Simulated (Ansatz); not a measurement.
# Phonons of MgSc (Pm-3m) against volume, part 2 of 2

Aim: how the phonons of MgSc (Pm-3m) shift with volume, and the thermal expansion that follows.

Ansatz 0.2.0; DFT PBEsol, scalar-relativistic, plane waves, PAW.

So far, highest frequency on the path or at a solved wavevector (cm⁻¹): step 2 (response at finite wavevector) 266; step 4 (phonons at the other volume, volume ratio 0.97) 277.

### Step 6. Phonons at the other volume, volume ratio 1.03

The phonons are repeated at this volume on the same k and q meshes.

File input.yaml:

```yaml
crystal:
  lattice:
    - [3.5981179719, 0.0, 0.0]
    - [0.0, 3.5981179719, 0.0]
    - [0.0, 0.0, 3.5981179719]
  atoms:
    - { symbol: Mg, position: [0.0, 0.0, 0.0] }
    - { symbol: Sc, position: [0.5, 0.5, 0.5] }
kpoints:
  mp_grid: { grid: [12, 12, 12] }
hamiltonian:
  xc: pbesol
scf:
  occupations: { method: methfessel_paxton, width: 0.15 }
output:
  eigenvalues: true
phonons:
  method: dfpt
  qmesh: [4, 4, 4]
  temperatures: { t_max: 1000, t_step: 50 }
  qpath:
    path:
      - [[0.0, 0.0, 0.0], [0.0, 0.5, 0.0], [0.5, 0.5, 0.0], [0.0, 0.0, 0.0], [0.5, 0.5, 0.5], [0.0, 0.5, 0.0]]
      - [[0.5, 0.5, 0.5], [0.5, 0.5, 0.0]]
    npoints: 10
```

Command:

```console
ansatz run input.yaml --threads 4 --pin off --max-ram 7168MiB --backend cpu --events-out ev --progress --plain --runs-dir out
```

Numbers of over 12 decimals in the logs are rounded to 6 here.

Log:

```text
[...]
Crystal: 2 atoms, lattice volume = 46.583 Å³
Basis set: ecut = 420 eV, 925 PW (Γ), exchange–correlation on 50×50×50 points (8 copies of the dense FFT grid, shifted against one another)
Bands: 15, of which v1, the nominal top of the filled ones, is band 11 counted from 1 (10 counted from 0)
Symmetry: 48 space group operations
k-points: 84 of 1728
[...]
k-point 83: bands = [... 7 lower, -20.8646, 6.5274, 6.5274, 6.5274, 10.4219, 10.4219, 10.4219, 10.5818]
[...]
ASR residual: 2.821e-5 → 0.000e0 eV/Å²; symmetrization residual: 3.500e-6 eV/Å²
  ASR residual per site (eV/Å²): 1.25e-5 2.82e-5
  Γ frequencies (cm⁻¹): 0.00 0.00 0.00 255.14 255.14 255.14
--- Phonons (arbitrary-q DFPT): 10 irreducible q on the 4×4×4 mesh ---
[...]
interpolated dispersion: 62 rows × 6 modes
[...]
[key lines of the parts left out:]
SCF converged after 8 iterations
Free energy (F): -4023.476384 eV
Fermi energy:    7.472159 eV
```

Elapsed: 8.5 min, on 4 threads of Arm Neoverse N1, shared host; peak memory 1.7 GiB; 33 min of CPU time.

This step gave:

```
sum-rule residual before enforcement                       : 2.82e-5 eV/Å²
highest frequency on the path or at a solved wavevector    : 255.5 cm⁻¹
mean frequency                                             : 171.4 cm⁻¹
Debye temperature (second moment)                          : 338 K
logarithmic mean frequency                                 : 157.8 cm⁻¹
highest optical mode at the zone centre (no LO-TO term)    : 255.1 cm⁻¹
lowest optical zone-centre mode                            : 255.1 cm⁻¹
lowest mode on the q mesh (acoustic modes at Γ apart)      : 49.72 cm⁻¹
zero-point energy per atom                                 : 31.87 meV
heat capacity at 300 K                                     : 23.43 J/(mol atoms K)
vibrational entropy at 300 K                               : 32.68 J/(mol atoms K)
edges of the widest gap between branches, on path and mesh : 169.7, 199.5 cm⁻¹
```

Frequencies (cm⁻¹) solved at each irreducible wavevector; negative means imaginary. Frequencies by wavevector, by row:

```csv
q in reciprocal lattice units,star,mode 1,mode 2,mode 3,mode 4,mode 5,mode 6
0 0 0,1,0,0,0,255.1,255.1,255.1
0 0 0.25,6,96.2,97.9,97.9,232.6,240.5,240.5
0 0 -0.5,3,126,158.6,158.6,199.5,215.1,215.1
0 0.25 0.25,12,49.7,121.7,146.9,208.2,231.4,250.8
0 0.25 -0.5,12,88.5,101.2,145.6,221.4,226.4,229.2
0 -0.5 -0.5,3,65,65,131.2,226.5,239.4,239.4
0.25 0.25 0.25,8,112.9,112.9,121.4,219.7,239.3,239.3
0.25 0.25 -0.5,12,95.9,110.2,163.9,215.8,226.6,234.5
0.25 -0.5 -0.5,6,120.4,120.4,163.1,220.2,229.2,229.2
-0.5 -0.5 -0.5,1,165.6,165.6,165.6,206.7,206.7,206.7
```

The highest optical mode at the zone centre (no LO-TO term) is 255.1 cm⁻¹, -10.3 cm⁻¹ against the base run.

### Step 7. Grüneisen parameters

The Grüneisen parameter of a mode is minus the logarithmic change of its frequency with volume, −d ln ω / d ln V; weighted by heat capacity it gives the expansion.

Numbers from this step:

- bulk modulus: 51.9 GPa

The phonon branches at the labelled points (cm⁻¹):

```csv
point,branch 1,branch 2,branch 3,branch 4,branch 5,branch 6
Γ,0,0,0,266,266,266
halfway,101,101,101,242,250,250
X,133,164,164,208,223,223
halfway,93,104,150,229,237,239
M,68,68,134,234,251,251
halfway,51,125,153,216,240,262
Γ,0,0,0,266,266,266
halfway,118,118,125,228,249,249
R,175,175,175,216,216,216
halfway,98,115,171,224,237,245
X,133,164,164,208,223,223
jump to R,175,175,175,216,216,216
halfway,126,126,170,228,240,240
M,68,68,134,234,251,251
```

The same for volume x 0.97:

```csv
point,branch 1,branch 2,branch 3,branch 4,branch 5,branch 6
Γ,0,0,0,276,276,276
X,140,169,169,216,231,231
M,70,70,137,242,263,263
Γ,0,0,0,276,276,276
R,186,186,186,225,225,225
X,140,169,169,216,231,231
R,186,186,186,225,225,225
M,70,70,137,242,263,263
```

The same for volume x 1.03:

```csv
point,branch 1,branch 2,branch 3,branch 4,branch 5,branch 6
Γ,0,0,0,255,255,255
X,126,159,159,200,215,215
M,65,65,131,226,239,239
Γ,0,0,0,255,255,255
R,166,166,166,207,207,207
X,126,159,159,200,215,215
R,166,166,166,207,207,207
M,65,65,131,226,239,239
```

The first set of phonon branches as a text plot (rows in cm⁻¹):

```
    271 |                      ****
    259 |***              ******** *****
    248 |   **      ******    * *   *   *          ***        ***
    236 |   ***   ************ *         ****     ******    *****
    225 |     ******       ** *      ****   **  ********** ***
    213 |      ***           *               *****      ***
    202 |
    190 |
    179 |                                    *******      ***
    167 |       **                          **  *   *******  *
    156 |      * ***         *             *     *      *  *  *
    144 |           **   **** *      ***    *     *         *  *
    133 |     *****   ***  **            **       **   ***      *
    121 |    **    *         * *        *  *        *  *     *
    110 |    *    *       *   *     *    **        * **
     98 |   *      *                   *            **        *
     86 |           **   *     **                              *
     75 |            ** *            **                         *
     63 |  *           ***
     52 | *               ****  *  **
     40 | *                   *  *
     29 |*                     * *
     17 |*                      *  *
      6 |                        **
         Γ      X      M          Γ            R        X|R     M
```

Mode Grueneisen parameter -dln(w)/dln(V), modes matched by rank; at Γ the acoustic branches take the value of a neighbouring point of the path. The mode Grüneisen parameters at the labelled points ():

```csv
point,branch 1,branch 2,branch 3,branch 4,branch 5,branch 6
Γ,0.81,0.81,1.46,1.32,1.32,1.32
halfway,1.22,0.93,1.28,1.31,1.27,1.27
X,1.70,1.05,1.05,1.35,1.17,1.17
halfway,1.48,1.04,0.90,1.13,1.48,1.45
M,1.35,1.35,0.68,1.12,1.59,1.59
halfway,1.07,0.78,1.36,1.27,1.21,1.39
Γ,0.89,0.80,1.22,1.32,1.32,1.32
halfway,1.33,1.33,0.90,1.31,1.37,1.37
R,1.90,1.90,1.90,1.42,1.42,1.42
halfway,0.78,1.52,1.44,1.26,1.44,1.42
X,1.70,1.05,1.05,1.35,1.17,1.17
jump to R,1.90,1.90,1.90,1.42,1.42,1.42
halfway,1.63,1.63,1.32,1.19,1.55,1.55
M,1.35,1.35,0.68,1.12,1.59,1.59
```

The mode Grüneisen parameters as a text plot (rows in , shown from 0.7 to 1.9 only):

```
   1.87 |                                     ***         *
   1.82 |                                    *  *
   1.77 |                                    *   *
   1.72 |       *                           *            * *
   1.67 |      * *                               **     *   *
   1.62 |    **                                            * *
   1.57 |         *  *****                 *       *   *     ****
   1.52 |  *       ***    *                 *       ***    ** *
   1.47 |**                **            ** **  ****        *
   1.42 |          **                    ******** *****   *    *
   1.37 |      ***** ***   ****         ***      *   * ***      *
   1.32 |******   *     ***    **********         *  **    * *
   1.27 |   *             *******   *              **  *
   1.22 |   ***       *  **  **  ** ****   *         ** *   *
   1.17 |      ****        **      *   *               ***   *
   1.12 |          ******* **          *           *   *      ***
   1.07 |       **  *        *                          **
   1.02 |     ** ***          *      **                 *
   0.97 |    *    **           **                             *
   0.92 |   *                       *   *              *
   0.87 | **                     ***     **                    *
   0.82 |*          *          ****
   0.77 |            *   ******                     *
   0.72 |             * *                             *         *
         Γ      X      M          Γ            R        X|R     M
```

(dS/dlnV)/C_V. Thermodynamic Grueneisen parameter against temperature:

```csv
temperature (K),thermodynamic Grueneisen parameter
50,1.20
100,1.25
150,1.26
200,1.27
250,1.27
300,1.27
350,1.27
400,1.27
450,1.27
500,1.27
550,1.27
600,1.27
650,1.27
700,1.27
750,1.27
800,1.27
850,1.27
900,1.27
950,1.27
1000,1.27
```

Gamma C_V/(B V) at the static volume. Volume expansion against temperature:

```csv
temperature (K),volume expansion (1e-6/K)
50,10.2
100,26.2
150,34.5
200,38.6
250,40.7
300,41.9
350,42.7
400,43.2
450,43.6
500,43.9
550,44.0
600,44.2
650,44.3
700,44.4
750,44.5
800,44.5
850,44.6
900,44.6
950,44.6
1000,44.7
```

### Step 8. Results

- bulk modulus: 51.9 GPa
- thermodynamic Grüneisen parameter at 300 K: 1.271
- volume expansion at 300 K, estimated: 41.92 × 10⁻⁶ K⁻¹

**Reading.** By this estimate the volume grows by 41.9 × 10⁻⁶ per kelvin at 300 K. The highest optical mode at Γ goes from 276 to 255 cm⁻¹ as the cell grows, a Grüneisen parameter of 1.32. Mode parameters on the path run from 0.58 to 1.9, with a median of 1.3. Branches are matched by rank, so values near crossings are rough. The expansion is the Grüneisen estimate at the static volume, with the static bulk modulus. With no gap, or one that is small against the smearing, the frequencies hang on the k mesh and the smearing, most of all near Kohn anomalies. The phonon runs are without spin polarisation, although the cell has an odd electron count.

[Logs are printed without paths, hosts, clocks, repeated set-up lines and the standing remarks that a program may print on its own settings, such as how far it seeks lower states.]

[Hosts, paths, dates, database ids (printed as entryN), source tags and the programs' standing remarks are cut or masked in the printed files.]
